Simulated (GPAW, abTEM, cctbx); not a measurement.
## Fe3Os: the scripts behind a bonding study

Short scripts, each with its output. The start was made by putting kin elements into a known structure type; the compound need not exist, or be stable, in this form.

## 1. Build the all-electron density and subtract free atoms

```text
cell
1.0
     3.579170170    0.000000000    0.000000000
     0.000000000    3.579170170    0.000000000
     0.000000000    0.000000000    3.579170170
Os Fe
1 3
Direct
0.000000000 0.000000000 0.000000000
0.500000000 0.500000000 0.000000000
0.500000000 0.000000000 0.500000000
0.000000000 0.500000000 0.500000000
```

```python
import numpy as np
from ase.io import read
from ase.units import Bohr
from gpaw import GPAW, PW, FermiDirac
from gpaw.calculator import GPAW as OldGPAW
from gpaw.mpi import serial_comm, world
from scipy.special import erfc
from scipy.spatial import cKDTree

atoms = read("cell.vasp")
atoms.set_initial_magnetic_moments([0, 3, 3, 3])
atoms.calc = GPAW(mode=PW(450), xc="PBE", kpts={"size": (7, 7, 7), "gamma": True},
                 occupations=FermiDirac(0.1), maxiter=120, symmetry={"tolerance": 1e-5}, txt="scf.txt")
atoms.get_potential_energy()
rho = atoms.calc.get_all_electron_density(gridrefinement=2)
moments = atoms.get_magnetic_moments() if atoms.calc.get_number_of_spins() == 2 else np.zeros(len(atoms))
total = atoms.get_magnetic_moment() if moments.any() else 0.0
if world.rank == 0:
    free = OldGPAW(mode=PW(450), xc="PBE", txt=None, communicator=serial_comm)
    neutral = atoms.copy()
    neutral.set_initial_magnetic_moments(None)
    free.initialize(neutral)
    free.set_positions(neutral)
    drho = rho - free.get_all_electron_density(gridrefinement=2)
    # GPAW starts from confined atoms: exchange their smooth part for that of the datasets' free atoms
    h = np.stack(np.meshgrid(*[np.fft.fftfreq(n, 1 / n) for n in drho.shape], indexing="ij"), -1)
    gabs = np.linalg.norm(h @ atoms.cell.reciprocal(), axis=-1)
    tails = np.fft.fftn(free.get_pseudo_density(gridrefinement=2))
    g, form, v0 = np.linspace(0, gabs.max(), 1500), {}, 0
    for e in set(atoms.symbols):
        idx = atoms.symbols.search(e)
        d = free.setups[idx[0]].data
        r, w = d.rgd.r_g * Bohr, d.rgd.r_g**2 * d.rgd.dr_g
        j0 = np.sinc(2 * g[:, None] * r)
        smooth = sum(f * p**2 for f, p in zip(d.f_j, d.phit_jg)) + np.sqrt(4 * np.pi) * d.nct_g
        full = sum(f * p**2 for f, p in zip(d.f_j, d.phi_jg)) + np.sqrt(4 * np.pi) * d.nc_g
        phase = sum(np.exp(-2j * np.pi * h @ s) for s in atoms.get_scaled_positions()[idx])
        tails -= np.interp(gabs, g, j0 @ (smooth * w)) * phase * drho.size / atoms.get_volume()
        form[e] = j0 @ (full * w)
        v0 += 2 * np.pi / 3 * 14.3996 * (full * w * r**2).sum() * len(idx)  # V A^3
    tails *= 0.5 * erfc((gabs - 1.8) / 0.25)  # the tails differ at long wavelengths alone
    drho += np.fft.ifftn(tails).real  # crystal minus superposed spherical free atoms
    np.save("drho.npy", drho)
    dv = atoms.get_volume() / drho.size
    print("grid", drho.shape, " electrons %.3f" % (rho.sum() * dv), " moved by bonding %.3f e" % (abs(drho).sum() * dv / 2))
    pts = np.indices(drho.shape).reshape(3, -1).T / drho.shape @ atoms.cell
    shifts = (np.indices((3, 3, 3)).reshape(3, -1).T - 1) @ atoms.cell
    images = (atoms.positions[None] + shifts[:, None]).reshape(-1, 3)
    dist, idx = cKDTree(images).query(pts, k=4)
    out = drho.ravel()[dist[:, 0] > 0.5]
    print("deformation density beyond 0.5 A of the nuclei: max %.3f, min %.3f e/A^3" % (out.max(), out.min()))
    tie = dist < dist[:, :1] + 1e-4
    q = -np.bincount((idx % len(atoms))[tie], (drho.ravel()[:, None] / tie.sum(1, keepdims=True) * tie)[tie], len(atoms)) * dv
    print("atom        x       y       z   Voronoi charge  moment")
    for a, s, c, m in zip(atoms, atoms.get_scaled_positions(), q, moments):
        print("%-2s%-3d %7.4f %7.4f %7.4f %10.3f %10.2f" % (a.symbol, a.index + 1, *s, c, m))
    np.savez("free.npz", g=g, **form)
    print("mean inner potential of superposed free atoms %.3f V" % (v0 / atoms.get_volume()))
    print("total magnetic moment %.3f muB" % total)
```

```console
$ OMP_NUM_THREADS=1 mpirun -n 4 gpaw python run.py > gpaw.log
```

```text
grid (36, 36, 36)  electrons 154.000  moved by bonding 0.611 e
deformation density beyond 0.5 A of the nuclei: max 0.175, min -0.106 e/A^3
atom        x       y       z   Voronoi charge  moment
Os1    0.0000  0.0000  0.0000      0.230      -0.03
Fe2    0.5000  0.5000  0.0000     -0.077       0.27
Fe3    0.5000  0.0000  0.5000     -0.077       0.27
Fe4    0.0000  0.5000  0.5000     -0.077       0.27
mean inner potential of superposed free atoms 33.696 V
total magnetic moment 0.785 muB
```

Time: 19 s on 4 cores of Arm Neoverse V2 (shared host), peak memory 0.68 GiB.

## 2. Fourier-transform the difference

```python
from cctbx import adptbx, crystal, miller, xray
from cctbx.eltbx import tiny_pse
import numpy as np

cs = crystal.symmetry(unit_cell=(3.5792, 3.5792, 3.5792, 90, 90, 90), space_group_symbol='Hall: -P 4 2 3')  # Pm-3m
atoms = [  # label, site, U (iso, or U11 U22 U33 U12 U13 U23 in A^2), occupancy
    ("Os1", (0, 0, 0), 0.0000, 1),
    ("Fe1", (0.5, 0.5, 0), 0.0000, 1),
]
xs = xray.structure(crystal_symmetry=cs)
for label, site, u, occ in atoms:
    u = adptbx.u_cif_as_u_star(cs.unit_cell(), u) if isinstance(u, tuple) else u
    xs.add_scatterer(xray.scatterer(label, site=site, u=u, occupancy=occ))
xs.scattering_type_registry(table="wk1995")
drho = np.load("drho.npy")
T = np.array([[1, 0, 0], [0, 1, 0], [0, 0, 1]])  # conventional axes in terms of the primitive ones
dF = np.fft.ifftn(drho) * 45.85081  # electrons a conventional cell, indexed by primitive hkl
ms = miller.build_set(cs, anomalous_flag=False, d_min=0.9).sort("resolution")
iam = ms.structure_factors_from_scatterers(xs, algorithm="direct").f_calc()
p1 = xs.expand_to_p1()
z = np.array([tiny_pse.table(sc.scattering_type).atomic_number() for sc in p1.scatterers()])
x = np.array(p1.sites_frac())
free = np.load("free.npz")
print("static structure factors of the conventional cell: F in electrons, V (Mott-Bethe) in volts")
print("   h  k  l      d  |F| table  |F| free   |F| DFT   change   |V| free  |V| DFT  change %")
for h, d, table in list(zip(ms.indices(), ms.d_spacings().data(), iam.data()))[:16]:
    df = dF[tuple(np.rint(np.linalg.solve(T, h)).astype(int))]
    phase = np.exp(2j * np.pi * x @ h)
    f = sum(np.interp(1 / d, free["g"], free[sc.scattering_type]) * p for sc, p in zip(p1.scatterers(), phase))
    fz = (z * phase).sum()
    c = 14.3996 * d * d / (np.pi * cs.unit_cell().volume())
    v0, v1 = abs(fz - f) * c, abs(fz - f - df) * c
    print("%4d%3d%3d %7.4f %9.3f %9.3f %9.3f %8.3f %9.3f %8.3f %8s" % (h + (d, abs(table), abs(f), abs(f + df), abs(f + df) - abs(f), v0, v1, "%.1f" % (100 * (v1 / v0 - 1)) if v0 > 0.02 else "-")))
```

```console
$ python run.py
```

```text
static structure factors of the conventional cell: F in electrons, V (Mott-Bethe) in volts
   h  k  l      d  |F| table  |F| free   |F| DFT   change   |V| free  |V| DFT  change %
   0  1  0  3.5792    46.691    46.675    46.527   -0.148     4.258    4.448      4.5
   0  1  1  2.5309    44.282    44.327    44.190   -0.137     3.632    3.720      2.4
   1  1  1  2.0665   117.009   116.611   116.366   -0.244    15.960   16.065      0.7
   0  2  0  1.7896   110.670   110.274   109.920   -0.354    13.999   14.112      0.8
   0  2  1  1.6007    39.856    39.825    39.820   -0.005     2.606    2.607      0.0
   1  2  1  1.4612    38.777    38.742    38.798    0.057     2.403    2.391     -0.5
   0  2  2  1.2654    92.805    92.692    92.647   -0.045     9.814    9.821      0.1
   1  2  2  1.1931    36.108    36.100    36.200    0.100     1.978    1.964     -0.7
   0  3  0  1.1931    36.108    36.100    36.153    0.053     1.978    1.970     -0.4
   0  3  1  1.1318    35.360    35.357    35.407    0.050     1.875    1.869     -0.3
   1  3  1  1.0792    83.851    83.856    83.829   -0.026     8.166    8.169      0.0
   2  2  2  1.0332    81.396    81.420    81.409   -0.011     7.746    7.747      0.0
   0  3  2  0.9927    33.413    33.397    33.414    0.017     1.635    1.634     -0.1
   1  3  2  0.9566    32.840    32.813    32.835    0.022     1.572    1.570     -0.1
```

Time: 0.23 s on 1 core of Arm Neoverse V2 (shared host), peak memory 0.07 GiB.

## 3. Rock the beam across one reflection

```python
import abtem
import numpy as np
from ase.build import make_supercell
from ase.io import read

abtem.config.set({"dask.lazy": False, "fft": "fftw", "diagnostics.progress_bar": False})
M = [[0, -1, 0], [1, 0, 0], [0, 0, 1]]  # rows: x, y and beam direction in the primitive cell's axes
unit = make_supercell(read("cell.vasp"), M)
unit.set_cell(list(unit.cell.lengths()) + [90, 90, 90], scale_atoms=True)
unit.positions[:, 2] += 0.8948  # keeps atomic planes off the slice boundaries
unit.wrap()
slab = unit * (1, 1, 140)
print(slab.get_chemical_formula(), "| box %.2f x %.2f x %.2f A" % tuple(slab.cell.lengths()))

# change of the potential by bonding, from the DFT deformation density (Poisson's equation term by term)
drho = np.load("drho.npy")
prim = read("cell.vasp")
h = np.stack(np.meshgrid(*[np.fft.fftfreq(n, 1 / n) for n in drho.shape], indexing="ij"), -1).reshape(-1, 3).astype(int)
g2 = ((h @ prim.cell.reciprocal()) ** 2).sum(1)
keep = (g2 > 0) & (g2 < 2.5**2)
shape = (80, 80, 22)
vg = np.zeros(shape, complex)
hm = h[keep] @ np.array(M).T
move = np.exp(-2j * np.pi * hm[:, 2] * (0.8948 / unit.cell[2, 2] - 0.5 / shape[2]))  # the same shift, sampled at mid-points
vg[tuple(hm.T % np.array(shape)[:, None])] = -14.3996 / np.pi * (np.fft.fftn(drho).ravel() / drho.size)[keep] / g2[keep] * move
dV = np.fft.ifftn(vg).real * vg.size
dV = dV.reshape(80, 80, 2, 11).mean(3) * unit.cell[2, 2] / 2  # V A, projected in each slice
dV = np.tile(dV.transpose(2, 0, 1), (140, 1, 1))


def build(atoms):
    p = abtem.Potential(atoms, gpts=(80, 80), slice_thickness=[slab.cell[2, 2] / 280] * 280,
                        parametrization="lobato", projection="infinite", exit_planes=70).build()
    p.array[:] += BONDING * dV
    return p


def potentials():
    yield build(slab)  # atoms at rest


for label, BONDING in (("IAM", 0.0), ("DFT", 1.0)):
    print("=====", label)
    potential = build(slab)
    print("grid", potential.gpts, "slices", potential.num_slices)
    thickness = potential.exit_thicknesses
    h = np.array(M) @ np.linalg.solve(np.array([[1, 0, 0], [0, 1, 0], [0, 0, 1]]), [1, 0, 0])
    ix, iy = round(h[0]) * 1, round(h[1]) * 1
    gxy = h[:2] / unit.cell.lengths()[:2]
    along = gxy / np.hypot(*gxy)
    across = np.array([-along[1], along[0]])
    bragg = 500 * abtem.PlaneWave(energy=100000).wavelength * np.hypot(*gxy)
    print("Bragg angle %.3f mrad; beam tilted 46 mrad off the zone axis across the row" % bragg)
    print("dark-field intensity of 1 0 0 against tilt along the row, in Bragg angles")
    print("  t (A)" + "".join("%8.2f" % s for s in [0.2, 0.4, 0.6, 0.8, 1.0, 1.2, 1.4, 1.6, 1.8, 2.0, 2.2, 2.4, 2.6]))
    rows = []
    row = [(n * ix, n * iy) for n in range(-8, 9)]
    for s in [0.2, 0.4, 0.6, 0.8, 1.0, 1.2, 1.4, 1.6, 1.8, 2.0, 2.2, 2.4, 2.6]:
        tilt = -s * bragg * along + 46 * across
        dp = abtem.PlaneWave(energy=100000, tilt=tuple(tilt)).multislice(potential).diffraction_patterns(max_angle="valid").array
        rows.append(dp[:, dp.shape[1] // 2 + ix, dp.shape[2] // 2 + iy])
        if s == 1.0:
            cx, cy = dp.shape[1] // 2, dp.shape[2] // 2
            share = sum(dp[:, cx + i, cy + j] for i, j in row if abs(i) < cx and abs(j) < cy) / dp.sum(axis=(1, 2))
            total = dp.sum(axis=(1, 2))
    for t, a in list(zip(thickness, np.array(rows).T))[1:]:
        print("%7.1f" % t + "".join("%8.4f" % v for v in a))
    print("at the Bragg tilt, share in the row:", share[1:].round(3).tolist(), "total:", total[1:].round(3).tolist())
```

```console
$ python run.py
```

```text
Fe420Os140 | box 3.58 x 3.58 x 501.08 A
===== IAM
grid (80, 80) slices 280
Bragg angle 5.171 mrad; beam tilted 46 mrad off the zone axis across the row
dark-field intensity of 1 0 0 against tilt along the row, in Bragg angles
  t (A)    0.20    0.40    0.60    0.80    1.00    1.20    1.40    1.60    1.80    2.00    2.20    2.40    2.60
  125.3  0.1032  0.1148  0.1207  0.1308  0.1362  0.1307  0.1198  0.1129  0.1010  0.0836  0.0611  0.0388  0.0207
  250.5  0.1904  0.1120  0.0470  0.0754  0.1113  0.0756  0.0477  0.1136  0.1898  0.1709  0.0907  0.0306  0.0106
  375.8  0.0729  0.0140  0.0245  0.1414  0.2442  0.1375  0.0237  0.0137  0.0755  0.0832  0.0461  0.0202  0.0164
  501.1  0.0151  0.0368  0.0351  0.0415  0.0737  0.0424  0.0340  0.0366  0.0145  0.0273  0.0095  0.0028  0.0019
at the Bragg tilt, share in the row: [0.46700000762939453, 0.46299999952316284, 0.4320000112056732, 0.31700000166893005] total: [0.9789999723434448, 0.9589999914169312, 0.9359999895095825, 0.9190000295639038]
===== DFT
grid (80, 80) slices 280
Bragg angle 5.171 mrad; beam tilted 46 mrad off the zone axis across the row
dark-field intensity of 1 0 0 against tilt along the row, in Bragg angles
  t (A)    0.20    0.40    0.60    0.80    1.00    1.20    1.40    1.60    1.80    2.00    2.20    2.40    2.60
  125.3  0.1097  0.1232  0.1311  0.1428  0.1488  0.1428  0.1302  0.1213  0.1074  0.0882  0.0642  0.0407  0.0215
  250.5  0.1900  0.1112  0.0479  0.0779  0.1145  0.0780  0.0485  0.1128  0.1894  0.1694  0.0889  0.0290  0.0112
  375.8  0.0628  0.0099  0.0282  0.1457  0.2507  0.1418  0.0275  0.0096  0.0653  0.0713  0.0385  0.0184  0.0175
  501.1  0.0171  0.0371  0.0352  0.0332  0.0661  0.0339  0.0340  0.0366  0.0166  0.0324  0.0080  0.0043  0.0022
at the Bragg tilt, share in the row: [0.46700000762939453, 0.4580000042915344, 0.43299999833106995, 0.31299999356269836] total: [0.9789999723434448, 0.9589999914169312, 0.9350000023841858, 0.9169999957084656]
```

Time: 7.6 s.

## 4. Image through focus

```python
import abtem
import numpy as np
from ase.build import make_supercell
from ase.io import read

abtem.config.set({"dask.lazy": False, "fft": "fftw", "diagnostics.progress_bar": False})
M = [[0, -1, 0], [1, 0, 0], [0, 0, 1]]  # rows: x, y and beam direction in the primitive cell's axes
unit = make_supercell(read("cell.vasp"), M)
unit.set_cell(list(unit.cell.lengths()) + [90, 90, 90], scale_atoms=True)
unit.positions[:, 2] += 0.8948  # keeps atomic planes off the slice boundaries
unit.wrap()
slab = unit * (3, 3, 12)
print(slab.get_chemical_formula(), "| box %.2f x %.2f x %.2f A" % tuple(slab.cell.lengths()))

# change of the potential by bonding, from the DFT deformation density (Poisson's equation term by term)
drho = np.load("drho.npy")
prim = read("cell.vasp")
h = np.stack(np.meshgrid(*[np.fft.fftfreq(n, 1 / n) for n in drho.shape], indexing="ij"), -1).reshape(-1, 3).astype(int)
g2 = ((h @ prim.cell.reciprocal()) ** 2).sum(1)
keep = (g2 > 0) & (g2 < 2.5**2)
shape = (45, 45, 22)
vg = np.zeros(shape, complex)
hm = h[keep] @ np.array(M).T
move = np.exp(-2j * np.pi * hm[:, 2] * (0.8948 / unit.cell[2, 2] - 0.5 / shape[2]))  # the same shift, sampled at mid-points
vg[tuple(hm.T % np.array(shape)[:, None])] = -14.3996 / np.pi * (np.fft.fftn(drho).ravel() / drho.size)[keep] / g2[keep] * move
dV = np.fft.ifftn(vg).real * vg.size
dV = dV.reshape(45, 45, 2, 11).mean(3) * unit.cell[2, 2] / 2  # V A, projected in each slice
dV = np.tile(dV.transpose(2, 0, 1), (12, 3, 3))


def build(atoms):
    p = abtem.Potential(atoms, gpts=(135, 135), slice_thickness=[slab.cell[2, 2] / 24] * 24,
                        parametrization="lobato", projection="infinite", exit_planes=8).build()
    p.array[:] += BONDING * dV
    return p


sigmas = {'Os': 0.073, 'Fe': 0.089}  # r.m.s. displacement along each axis, A
u = np.array([sigmas[s] for s in slab.symbols])[:, None]
rng = np.random.default_rng(376)


def potentials():
    for _ in range(2):  # frozen phonons, one configuration at a time
        atoms = slab.copy()
        atoms.positions += u * rng.standard_normal((len(atoms), 3))
        atoms.wrap()
        yield build(atoms)


for label, BONDING in (("IAM", 0.0), ("DFT", 1.0)):
    print("=====", label)
    rng = np.random.default_rng(376)  # the same displacements for both
    potential = build(slab)
    print("grid", potential.gpts, "slices", potential.num_slices)
    thickness = potential.exit_thicknesses
    columns = [  # name, x, y (A)
        ("Os", 0.000, 0.000),
        ("Fe", 1.790, 1.790),
        ("void", 0.895, 0.895),
    ]
    waves = [abtem.PlaneWave(energy=100000).multislice(p) for p in potentials()]
    stack = []
    for defocus in [-150.0, -110.0, -70.0, -30.0, 50.0]:
        ctf = abtem.CTF(energy=100000, Cs=-80000, defocus=defocus, focal_spread=40, semiangle_cutoff=35)
        ims = [w.apply_ctf(ctf).intensity() for w in waves]
        im = sum(ims[1:], ims[0]) / len(ims)
        a = im.array.reshape(len(thickness), 3, -1, 3, im.array.shape[-1] // 3).mean(axis=(1, 3))
        a = a / im.array[0].mean()
        stack.append(a)
        print("defocus %.0f A: intensity at the columns, vacuum = 1" % defocus)
        print("  t (A)     min     max" + "".join("%10s" % c[0][:9] for c in columns))
        for t, b in list(zip(thickness, a))[1:]:
            at = [b[round(x / im.sampling[0]) % b.shape[0], round(y / im.sampling[1]) % b.shape[1]] for _, x, y in columns]
            print("%7.1f %7.3f %7.3f" % (t, b.min(), b.max()) + "".join("%10.3f" % v for v in at))
    print("Scherzer defocus %.0f A, point resolution %.2f A" % (ctf.scherzer_defocus, ctf.point_resolution))
    np.save(label + "_hrtem.npy", np.array(stack))
```

```console
$ python run.py
```

```text
Fe324Os108 | box 10.74 x 10.74 x 42.95 A
===== IAM
grid (135, 135) slices 24
defocus -150 A: intensity at the columns, vacuum = 1
  t (A)     min     max        Os        Fe      void
   14.3   0.287   1.609     0.390     0.641     1.598
   28.6   0.027   1.684     0.038     0.254     1.619
   43.0   0.043   1.654     0.464     0.209     1.563
defocus -110 A: intensity at the columns, vacuum = 1
  t (A)     min     max        Os        Fe      void
   14.3   0.700   1.025     0.894     0.870     0.820
   28.6   0.255   1.165     0.590     0.425     0.629
   43.0   0.126   1.105     1.105     0.308     0.606
defocus -70 A: intensity at the columns, vacuum = 1
  t (A)     min     max        Os        Fe      void
   14.3   0.342   1.655     1.516     1.566     0.352
   28.6   0.085   2.127     0.802     1.748     0.092
   43.0   0.005   1.964     1.283     1.534     0.015
defocus -30 A: intensity at the columns, vacuum = 1
  t (A)     min     max        Os        Fe      void
   14.3   0.575   1.216     0.632     1.211     0.747
   28.6   0.200   1.296     0.200     1.291     0.643
   43.0   0.190   1.251     0.588     1.202     0.566
defocus 50 A: intensity at the columns, vacuum = 1
  t (A)     min     max        Os        Fe      void
   14.3   0.545   1.206     0.590     0.647     1.132
   28.6   0.250   1.118     1.073     0.619     1.070
   43.0   0.080   1.079     1.060     0.484     1.078
Scherzer defocus -67 A, point resolution 0.91 A
===== DFT
grid (135, 135) slices 24
defocus -150 A: intensity at the columns, vacuum = 1
  t (A)     min     max        Os        Fe      void
   14.3   0.283   1.611     0.394     0.631     1.600
   28.6   0.030   1.681     0.041     0.242     1.619
   43.0   0.047   1.647     0.467     0.222     1.563
defocus -110 A: intensity at the columns, vacuum = 1
  t (A)     min     max        Os        Fe      void
   14.3   0.697   1.021     0.908     0.860     0.819
   28.6   0.263   1.152     0.609     0.411     0.632
   43.0   0.135   1.138     1.138     0.313     0.611
defocus -70 A: intensity at the columns, vacuum = 1
  t (A)     min     max        Os        Fe      void
   14.3   0.340   1.656     1.531     1.565     0.350
   28.6   0.084   2.115     0.822     1.741     0.092
   43.0   0.005   1.935     1.330     1.519     0.015
defocus -30 A: intensity at the columns, vacuum = 1
  t (A)     min     max        Os        Fe      void
   14.3   0.577   1.217     0.637     1.212     0.745
   28.6   0.212   1.292     0.212     1.287     0.638
   43.0   0.182   1.238     0.617     1.189     0.559
defocus 50 A: intensity at the columns, vacuum = 1
  t (A)     min     max        Os        Fe      void
   14.3   0.537   1.207     0.579     0.650     1.132
   28.6   0.248   1.119     1.045     0.626     1.072
   43.0   0.082   1.083     1.019     0.491     1.083
Scherzer defocus -67 A, point resolution 0.91 A
```

Time: 3.8 s.

[Outputs are excerpts: Python notices, other lines and further rows are left out; steps that failed or that the build refused (PBEsol, TPSS) are not shown.]

[Logs are printed without paths, hosts, clocks, repeated set-up lines and the standing remarks that a program may print on its own settings, such as how far it seeks lower states.]
